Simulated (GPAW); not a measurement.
# Cl/Ir(100): work function by functional and basis

Wanted: work functions and dipole of Cl/Ir(100), with the cost of each level.

Calculated with GPAW 26.7.0; GPAW, PAW setups; slab in vacuum, relaxation, in the first sound run; inputs show where later runs differ.

## 1. Set-up

The cell holds 5 atoms: 4 Ir and 1 Cl. Its edges and angles: a = 2.715 Å, b = 2.715 Å, c = 21.440 Å, α = 90.0°, β = 90.0°, γ = 90.0°. Vacuum lies along c.

## 2. Relaxing the atoms

The atoms are relaxed first, since the surface dipole, and with it the work function, follows the positions of the outer layers. The lowest 2 atoms are held at bulk positions and keep their forces.

Input file run.py:

```python
import json
import numpy as np
from ase import Atoms
from ase.constraints import FixAtoms
from ase.optimize import BFGS
from gpaw import GPAW, PW

slab = Atoms(
    ['Ir', 'Ir', 'Ir', 'Ir', 'Cl'],
    positions=[
        [1.35765, 1.35765, 7.00000],
        [0.00000, 0.00000, 8.92000],
        [1.35765, 1.35765, 10.84000],
        [0.00000, 0.00000, 12.76000],
        [1.35765, 1.35765, 14.44040]],
    cell=[[2.71529, 0.0, 0.0], [0.0, 2.71529, 0.0], [0.0, 0.0, 21.4404]],
    pbc=[True, True, False])

slab.calc = GPAW(mode=PW(400), xc='PBE', kpts={'size': (12, 12, 1), 'gamma': True},
                 occupations={'name': 'fermi-dirac', 'width': 0.1}, nbands='160%',
                 convergence={'density': 1e-05}, maxiter=200,
                 poissonsolver={'dipolelayer': 'xy'},
                 symmetry={'tolerance': 1e-3, 'extra_ids': [1, 1, 0, 0, 0]}, txt='slab.txt')
result = {}
slab.set_constraint(FixAtoms([0, 1]))
path = []
opt = BFGS(slab, maxstep=0.2)
opt.attach(lambda: path.append((slab.get_potential_energy(), slab.positions.tolist(), slab.get_forces().tolist())))
result['relaxed'] = bool(opt.run(fmax=0.03, steps=40))
result['path'] = path
energy = slab.get_potential_energy()
fermi = slab.calc.get_fermi_level()
v = slab.calc.get_electrostatic_potential().mean((0, 1)) - fermi
n = slab.calc.get_pseudo_density().mean((0, 1))
L = slab.cell[2, 2]
z = np.arange(len(v)) * L / len(v)
low, high = slab.positions[:, 2].min(), slab.positions[:, 2].max()
below, above = np.interp([low - 4.8, high + 4.8], z, v)
slopes = [np.interp(x, z, np.gradient(v, z)) for x in (low - 4.8, high + 4.8)]
eps = np.array([[slab.calc.get_eigenvalues(k, s) for k in range(len(slab.calc.get_ibz_k_points()))]
                for s in range(slab.calc.get_number_of_spins())]) - fermi
top, bottom = eps[eps < 0].max(), eps[eps > 0].min()
dipole = slab.get_dipole_moment()[2]
print(f'energy {energy:.4f} eV, Fermi level {fermi:.4f} eV, dipole {dipole:.5f} e A')
print(f'potential 4.8 A off the faces, from the Fermi level: lower {below:.4f} eV, upper {above:.4f} eV')
print(f'slope of the potential there: lower {slopes[0]:.5f}, upper {slopes[1]:.5f} eV/A')
print(f'nearest levels on the mesh: {top:.4f} and {bottom:.4f} eV')
print('magnetic moment', round(slab.get_magnetic_moment(), 3))
result.update(energy=energy, fermi=fermi, dipole=dipole, below=below, above=above, slopes=slopes, edges=[top, bottom],
              z=z.tolist(), v=v.tolist(), n=n.tolist(), positions=slab.positions.tolist(),
              forces=slab.get_forces(apply_constraint=False).tolist(), moments=slab.get_magnetic_moments().tolist())
json.dump(result, open('result.json', 'w'))
```

Command:

```sh
OMP_NUM_THREADS=1 OPENBLAS_NUM_THREADS=1 python run.py
```

What it wrote:

```text
Step          Energy          fmax
BFGS:    0      -36.231288        1.859678
BFGS:    1      -36.310788        1.301578
BFGS:    2      -36.389005        0.559225
BFGS:    3      -36.398589        0.457424
BFGS:    4      -36.422511        0.294529
BFGS:    5      -36.426007        0.304519
BFGS:    6      -36.432798        0.415670
BFGS:    7      -36.440706        0.395509
BFGS:    8      -36.446281        0.236173
BFGS:    9      -36.448362        0.071446
BFGS:   10      -36.448662        0.007745
energy -36.3448 eV, Fermi level 3.1080 eV, dipole 0.01078 e A
potential 4.8 A off the faces, from the Fermi level: lower 5.5727 eV, upper 5.3097 eV
slope of the potential there: lower -0.00047, upper 0.00019 eV/A
nearest levels on the mesh: -0.0038 and 0.0384 eV
magnetic moment 0.0
```

Elapsed: 20 min, on 1 thread of Arm Neoverse V2, shared host; peak memory 0.25 GiB.

This run has no spin polarisation, although Ir can carry a moment.

Step by step:

| step | energy less that of the first step (eV) | largest force (eV/Å) |
| --- | --- | --- |
| 1 | 0.0000 | 1.8597 |
| 2 | -0.0794 | 1.3016 |
| 3 | -0.1572 | 0.5592 |
| 4 | -0.1667 | 0.4574 |
| 5 | -0.1903 | 0.2945 |
| 6 | -0.1937 | 0.3045 |
| 7 | -0.2004 | 0.4157 |
| 8 | -0.2080 | 0.3955 |
| 9 | -0.2133 | 0.2362 |
| 10 | -0.2152 | 0.0714 |
| 11 | -0.2155 | 0.0077 |

The atoms that moved most (Å):

| atom | dx | dy | dz | length |
| --- | --- | --- | --- | --- |
| Cl5 | 0.000 | 0.000 | 0.286 | 0.286 |
| Ir3 | 0.000 | 0.000 | 0.043 | 0.043 |

Final coordinates:

```cif
data_structure
_symmetry_space_group_name_H-M 'P 1'
_symmetry_Int_Tables_number 1
_cell_length_a 2.7153
_cell_length_b 2.7153
_cell_length_c 21.4404
_cell_angle_alpha 90.000
_cell_angle_beta 90.000
_cell_angle_gamma 90.000
_cell_volume 158.08
loop_
_atom_site_label
_atom_site_type_symbol
_atom_site_fract_x
_atom_site_fract_y
_atom_site_fract_z
_atom_site_occupancy
Ir1 Ir 0.50000 0.50000 0.32649 1
Ir2 Ir 0.00000 0.00000 0.41604 1
Ir3 Ir 0.50000 0.50000 0.50759 1
Ir4 Ir 0.00000 0.00000 0.59527 1
Cl5 Cl 0.50000 0.50000 0.68687 1
```

Numbers from this step:

```yaml
dipole_along_the_normal: 0.01078 e·Å
levels_nearest_the_fermi_level_on_the_mesh: -0.003763, 0.03844 eV from the Fermi level
upper_work_function: 5.310 eV
lower_work_function: 5.573 eV
```

The electrostatic potential energy of an electron (without an applied field's), less the Fermi level, planar mean oscillates, so the rows of the table below give means over windows of 1.93 Å about each position, cut where the curve ends. Its maxima inside the range that stand out by 2 % of the span (Å: eV): 7.9: -4.33, 9.9: -4.20, 11.8: -5.21, 13.8: -1.78. Its minima: 7.0: -25.9, 8.9: -26.6, 10.9: -26.7, 12.8: -26.4, 14.7: -22.8.

Electrostatic potential energy of an electron (without an applied field's), less the Fermi level, planar mean against z; means over each step:

| z (Å) | electrostatic potential energy of an electron (without an applied field's), less the Fermi level, planar mean (eV) |
| --- | --- |
| 0.96 | 5.56 |
| 2.90 | 5.57 |
| 4.83 | 5.06 |
| 6.76 | -12.7 |
| 8.69 | -14.7 |
| 10.62 | -14.8 |
| 12.55 | -14.8 |
| 14.48 | -9.49 |
| 16.41 | 4.49 |
| 18.34 | 5.31 |
| 20.27 | 5.31 |

Pseudo valence density, planar mean against z:

| z (Å) | pseudo valence density, planar mean (e/Å³) |
| --- | --- |
| 0.00 | 0 |
| 0.64 | 0 |
| 1.07 | 0 |
| 1.72 | 2.3e-6 |
| 2.36 | 9.1e-6 |
| 2.79 | 3.0e-5 |
| 3.43 | 1.8e-4 |
| 4.07 | 0.00103 |
| 4.50 | 0.00329 |
| 5.15 | 0.0191 |
| 5.79 | 0.113 |
| 6.22 | 0.365 |
| 6.86 | 1.82 |
| 7.50 | 0.831 |
| 7.93 | 0.492 |
| 8.58 | 1.23 |
| 9.22 | 1.37 |
| 9.65 | 0.541 |
| 10.29 | 0.671 |
| 10.93 | 1.98 |
| 11.58 | 0.590 |
| 12.01 | 0.562 |
| 12.65 | 1.90 |
| 13.29 | 0.718 |
| 13.72 | 0.353 |
| 14.37 | 0.634 |
| 15.01 | 0.620 |
| 15.44 | 0.313 |
| 16.08 | 0.0386 |
| 16.72 | 0.00426 |
| 17.15 | 0.00103 |
| 17.80 | 1.3e-4 |
| 18.44 | 1.6e-5 |
| 18.87 | 3.6e-6 |
| 19.51 | 0 |
| 20.15 | 0 |
| 20.58 | 0 |
| 21.23 | 0 |

The relaxation lowered the energy of the cell by 0.215 eV (energies extrapolated to zero smearing; the optimiser's log prints free energies). The largest force left on a free atom is 0.0077 eV/Å.

## 3. Plane waves, PBE

With the geometry fixed, the planar mean of the potential gives the vacuum level on each side.

This step: GPAW, PAW setups; slab in vacuum (GPAW 26.7.0).

run.py: that of step 2 with these lines changed.

```diff
@@ -3,4 +3,2 @@
 from ase import Atoms
-from ase.constraints import FixAtoms
-from ase.optimize import BFGS
 from gpaw import GPAW, PW
@@ -12,5 +10,5 @@
         [0.00000, 0.00000, 8.92000],
-        [1.35765, 1.35765, 10.84000],
-        [0.00000, 0.00000, 12.76000],
-        [1.35765, 1.35765, 14.44040]],
+        [1.35765, 1.35765, 10.88298],
+        [0.00000, 0.00000, 12.76278],
+        [1.35765, 1.35765, 14.72677]],
     cell=[[2.71529, 0.0, 0.0], [0.0, 2.71529, 0.0], [0.0, 0.0, 21.4404]],
@@ -22,10 +20,4 @@
                  poissonsolver={'dipolelayer': 'xy'},
-                 symmetry={'tolerance': 1e-3, 'extra_ids': [1, 1, 0, 0, 0]}, txt='slab.txt')
+                 symmetry={'tolerance': 1e-3}, txt='slab.txt')
 result = {}
-slab.set_constraint(FixAtoms([0, 1]))
-path = []
-opt = BFGS(slab, maxstep=0.2)
-opt.attach(lambda: path.append((slab.get_potential_energy(), slab.positions.tolist(), slab.get_forces().tolist())))
-result['relaxed'] = bool(opt.run(fmax=0.03, steps=40))
-result['path'] = path
 energy = slab.get_potential_energy()
```

What it wrote:

```text
energy -36.3448 eV, Fermi level 3.1080 eV, dipole 0.01080 e A
potential 4.8 A off the faces, from the Fermi level: lower 5.5726 eV, upper 5.3096 eV
slope of the potential there: lower -0.00047, upper 0.00019 eV/A
nearest levels on the mesh: -0.0037 and 0.0384 eV
magnetic moment 0.0
```

It took 2 min on 1 thread; peak memory 0.24 GiB.

This step gave:

| Quantity | Value |
| --- | --- |
| dipole along the normal | 0.01080 e·Å |
| levels nearest the Fermi level on the mesh | -0.003726, 0.03843 eV from the Fermi level |

The electrostatic potential energy of an electron (without an applied field's), less the Fermi level, planar mean oscillates, so the rows of the table below give means over windows of 1.93 Å about each position, cut where the curve ends. Its maxima inside the range that stand out by 2 % of the span (Å: eV): 7.9: -4.33, 9.9: -4.20, 11.8: -5.21, 13.8: -1.78. Its minima: 7.0: -25.9, 8.9: -26.6, 10.9: -26.7, 12.8: -26.4, 14.7: -22.8.

The electrostatic potential energy of an electron (without an applied field's), less the Fermi level, planar mean by z; means over each step:

z (Å), electrostatic potential energy of an electron (without an applied field's), less the Fermi level, planar mean (eV) and a bar from the least value:
```
     0.96        5.6 ##############################
     2.90        5.6 ##############################
     4.83        5.1 #############################
     6.76      -12.7 ###
     8.69      -14.7 
    10.62      -14.8 
    12.55      -14.8 
    14.48       -9.5 ########
    16.41        4.5 ############################
    18.34        5.3 ##############################
    20.27        5.3 ##############################
```

Pseudo valence density, planar mean against z:

(Unchanged from step 2.)

Force by atom:

| atom | x (eV/Å) | y (eV/Å) | z (eV/Å) | size |
| --- | --- | --- | --- | --- |
| Ir1 | 0.000 | 0.000 | 0.735 | 0.735 |
| Ir2 | 0.000 | 0.000 | -0.728 | 0.728 |
| Ir3 | 0.000 | 0.000 | 0.002 | 0.002 |
| Ir4 | 0.000 | 0.000 | -0.002 | 0.002 |
| Cl5 | 0.000 | 0.000 | -0.007 | 0.007 |

The potential is flat to 4.7e-4 eV/Å where it is read, so the vacuum is wide enough.

## 4. Self-consistent run: xc = "revPBE"

The same geometry under revPBE, to see how far the functional moves the levels against the vacuum.

run.py: that of step 3 with these lines changed.

```diff
@@ -16,3 +16,3 @@
 
-slab.calc = GPAW(mode=PW(400), xc='PBE', kpts={'size': (12, 12, 1), 'gamma': True},
+slab.calc = GPAW(mode=PW(400), xc='revPBE', kpts={'size': (12, 12, 1), 'gamma': True},
                  occupations={'name': 'fermi-dirac', 'width': 0.1}, nbands='160%',
```

What it wrote:

```text
energy -34.0821 eV, Fermi level 3.1946 eV, dipole 0.00974 e A
potential 4.8 A off the faces, from the Fermi level: lower 5.4418 eV, upper 5.2047 eV
slope of the potential there: lower -0.00051, upper 0.00020 eV/A
nearest levels on the mesh: -0.0030 and 0.0366 eV
magnetic moment 0.0
```

Wall time 2 min (1 thread); peak memory 0.24 GiB.

Numbers from this step:

| Item | Value |
| --- | --- |
| dipole along the normal | 0.009742 e·Å |
| levels nearest the Fermi level on the mesh | -0.003042, 0.03661 eV from the Fermi level |
| upper work function | 5.205 eV |
| lower work function | 5.442 eV |

Electrostatic potential energy of an electron (without an applied field's), less the Fermi level, planar mean against z:

| z (Å) | electrostatic potential energy of an electron (without an applied field's), less the Fermi level, planar mean (eV) |
| --- | --- |
| 0.0 | 5.32 |
| 0.5 | 5.44 |
| 1.0 | 5.44 |
| 1.5 | 5.44 |
| 2.0 | 5.44 |
| 2.5 | 5.44 |
| 3.0 | 5.44 |
| 3.5 | 5.44 |
| 4.0 | 5.42 |
| 4.5 | 5.36 |
| 5.0 | 5.13 |
| 5.5 | 4.23 |
| 6.0 | 0.684 |
| 6.5 | -12.0 |
| 7.0 | -25.9 |
| 7.5 | -12.8 |
| 8.0 | -4.58 |
| 8.5 | -16.2 |
| 9.0 | -26.2 |
| 9.5 | -10.7 |
| 10.0 | -4.71 |
| 10.5 | -17.7 |
| 11.0 | -25.7 |
| 11.5 | -10.0 |
| 12.0 | -6.55 |
| 12.5 | -21.6 |
| 13.0 | -22.4 |
| 13.5 | -6.03 |
| 14.0 | -2.51 |
| 14.5 | -17.2 |
| 15.0 | -14.7 |
| 15.5 | 0.842 |
| 16.0 | 4.42 |
| 16.5 | 5.06 |
| 17.0 | 5.17 |
| 17.5 | 5.20 |
| 18.0 | 5.20 |
| 18.5 | 5.20 |
| 19.0 | 5.20 |
| 19.5 | 5.20 |
| 20.0 | 5.20 |
| 20.5 | 5.20 |
| 21.0 | 5.20 |

The pseudo valence density, planar mean oscillates, so the rows of the table below give means over windows of 1.93 Å about each position, cut where the curve ends. Its maxima inside the range that stand out by 2 % of the span (Å: e/Å³): 7.1: 1.94, 9.0: 1.94, 10.9: 1.98, 12.9: 1.92, 14.4: 0.634. Its minima: 7.9: 0.491, 9.9: 0.465, 11.8: 0.517, 13.7: 0.352.

Table of pseudo valence density, planar mean by z; means over each step:

z (Å), pseudo valence density, planar mean (e/Å³) and a bar:
```
     2.90       0.00 
     4.83       0.02 #
     6.76       0.97 ############################
     8.69       1.05 ##############################
    10.62       1.05 ##############################
    12.55       1.05 ##############################
    14.48       0.51 ##############
    16.41       0.05 #
    18.34       0.00
```

Force by atom:

| atom | x (eV/Å) | y (eV/Å) | z (eV/Å) | size |
| --- | --- | --- | --- | --- |
| Ir1 | 0.000 | 0.000 | 0.567 | 0.567 |
| Ir2 | 0.000 | 0.000 | -0.713 | 0.713 |
| Ir3 | 0.000 | 0.000 | -0.015 | 0.015 |
| Ir4 | 0.000 | 0.000 | 0.058 | 0.058 |
| Cl5 | 0.000 | 0.000 | 0.103 | 0.103 |

The upper face's work function is 5.205 eV, against 5.310 eV in the first plane-wave PBE run at this geometry.

## 5. Self-consistent run: xc = "vdW-DF2"

The same geometry under vdW-DF2, to see how far the functional moves the levels against the vacuum (the van der Waals functionals take revPBE setups).

run.py: that of step 4 with these lines changed.

```diff
@@ -16,3 +16,3 @@
 
-slab.calc = GPAW(mode=PW(400), xc='revPBE', kpts={'size': (12, 12, 1), 'gamma': True},
+slab.calc = GPAW(mode=PW(400), xc='vdW-DF2', kpts={'size': (12, 12, 1), 'gamma': True},
                  occupations={'name': 'fermi-dirac', 'width': 0.1}, nbands='160%',
```

What it wrote:

```text
energy -686.2063 eV, Fermi level 3.0030 eV, dipole 0.00244 e A
potential 4.8 A off the faces, from the Fermi level: lower 5.8434 eV, upper 5.7860 eV
slope of the potential there: lower -0.00114, upper 0.00037 eV/A
nearest levels on the mesh: -0.0206 and 0.0012 eV
magnetic moment 0.0
```

Wall time 2.2 min (1 thread); peak memory 0.35 GiB.

This step gave:

```yaml
dipole_along_the_normal: 0.002438 e·Å
levels_nearest_the_fermi_level_on_the_mesh: -0.02055, 0.001156 eV from the Fermi level
upper_work_function: 5.786 eV
lower_work_function: 5.843 eV
```

The electrostatic potential energy of an electron (without an applied field's), less the Fermi level, planar mean oscillates, so the rows of the table below give means over windows of 1.93 Å about each position, cut where the curve ends. Its maxima inside the range that stand out by 2 % of the span (Å: eV): 7.9: -4.70, 9.9: -4.56, 11.8: -5.55, 13.8: -2.00. Its minima: 7.0: -26.1, 8.9: -26.8, 10.9: -26.9, 12.8: -26.6, 14.7: -22.6.

Electrostatic potential energy of an electron (without an applied field's), less the Fermi level, planar mean against z; means over each step:

| z (Å) | electrostatic potential energy of an electron (without an applied field's), less the Fermi level, planar mean (eV) |
| --- | --- |
| 0.96 | 5.84 |
| 2.90 | 5.84 |
| 4.83 | 5.24 |
| 6.76 | -12.9 |
| 8.69 | -14.9 |
| 10.62 | -15.0 |
| 12.55 | -15.0 |
| 14.48 | -9.45 |
| 16.41 | 4.90 |
| 18.34 | 5.78 |
| 20.27 | 5.79 |

The upper face's work function is 5.786 eV, against 5.310 eV in the first plane-wave PBE run at this geometry.

## 6. Self-consistent run: xc = "LDA"

The same geometry under LDA, to see how far the functional moves the levels against the vacuum.

run.py: that of step 5 with these lines changed.

```diff
@@ -16,3 +16,3 @@
 
-slab.calc = GPAW(mode=PW(400), xc='vdW-DF2', kpts={'size': (12, 12, 1), 'gamma': True},
+slab.calc = GPAW(mode=PW(400), xc='LDA', kpts={'size': (12, 12, 1), 'gamma': True},
                  occupations={'name': 'fermi-dirac', 'width': 0.1}, nbands='160%',
```

What it wrote:

```text
energy -42.5556 eV, Fermi level 2.7997 eV, dipole 0.01438 e A
potential 4.8 A off the faces, from the Fermi level: lower 5.9176 eV, upper 5.5666 eV
slope of the potential there: lower -0.00039, upper 0.00019 eV/A
nearest levels on the mesh: -0.0062 and 0.0438 eV
magnetic moment 0.0
```

It took 2 min on 1 thread; peak memory 0.24 GiB.

This step gave:

| Property | Result |
| --- | --- |
| dipole along the normal | 0.01438 e·Å |
| levels nearest the Fermi level on the mesh | -0.006213, 0.04376 eV from the Fermi level |
| upper work function | 5.567 eV |
| lower work function | 5.918 eV |

The upper face's work function is 5.567 eV, against 5.310 eV in the first plane-wave PBE run at this geometry.

## 7. Self-consistent run: xc = "RPBE"

The same geometry under RPBE, to see how far the functional moves the levels against the vacuum.

run.py: that of step 6 with these lines changed.

```diff
@@ -16,3 +16,3 @@
 
-slab.calc = GPAW(mode=PW(400), xc='LDA', kpts={'size': (12, 12, 1), 'gamma': True},
+slab.calc = GPAW(mode=PW(400), xc='RPBE', kpts={'size': (12, 12, 1), 'gamma': True},
                  occupations={'name': 'fermi-dirac', 'width': 0.1}, nbands='160%',
```

What it wrote:

```text
energy -33.5969 eV, Fermi level 3.2097 eV, dipole 0.00888 e A
potential 4.8 A off the faces, from the Fermi level: lower 5.4229 eV, upper 5.2070 eV
slope of the potential there: lower -0.00053, upper 0.00020 eV/A
nearest levels on the mesh: -0.0028 and 0.0358 eV
magnetic moment 0.0
```

Wall time 2 min (1 thread); peak memory 0.24 GiB.

This step gave:

```yaml
dipole_along_the_normal: 0.008882 e·Å
levels_nearest_the_fermi_level_on_the_mesh: -0.002800, 0.03581 eV from the Fermi level
upper_work_function: 5.207 eV
lower_work_function: 5.423 eV
```

The upper face's work function is 5.207 eV, against 5.310 eV in the first plane-wave PBE run at this geometry.

## 8. OptPBE vdW: xc = "optPBE-vdW"

The same geometry under optPBE-vdW, to see how far the functional moves the levels against the vacuum (the van der Waals functionals take revPBE setups).

run.py: that of step 7 with these lines changed.

```diff
@@ -16,3 +16,3 @@
 
-slab.calc = GPAW(mode=PW(400), xc='RPBE', kpts={'size': (12, 12, 1), 'gamma': True},
+slab.calc = GPAW(mode=PW(400), xc='optPBE-vdW', kpts={'size': (12, 12, 1), 'gamma': True},
                  occupations={'name': 'fermi-dirac', 'width': 0.1}, nbands='160%',
```

What it wrote:

```text
energy -107.2711 eV, Fermi level 2.9750 eV, dipole 0.00660 e A
potential 4.8 A off the faces, from the Fermi level: lower 5.7324 eV, upper 5.5724 eV
slope of the potential there: lower -0.00070, upper 0.00021 eV/A
nearest levels on the mesh: -0.0052 and 0.0245 eV
magnetic moment 0.0
```

Wall time 2.3 min (1 thread); peak memory 0.35 GiB.

This step gave:

```yaml
dipole_along_the_normal: 0.006605 e·Å
levels_nearest_the_fermi_level_on_the_mesh: -0.005190, 0.02452 eV from the Fermi level
upper_work_function: 5.572 eV
lower_work_function: 5.732 eV
```

The upper face's work function is 5.572 eV, against 5.310 eV in the first plane-wave PBE run at this geometry.

(Continued in part 2 of 2.)

[Logs are printed without paths, hosts, clocks, repeated set-up lines and the standing remarks that a program may print on its own settings, such as how far it seeks lower states.]

[Hosts, paths, dates, database ids (printed as entryN), source tags and the programs' standing remarks are cut or masked in the printed files.]
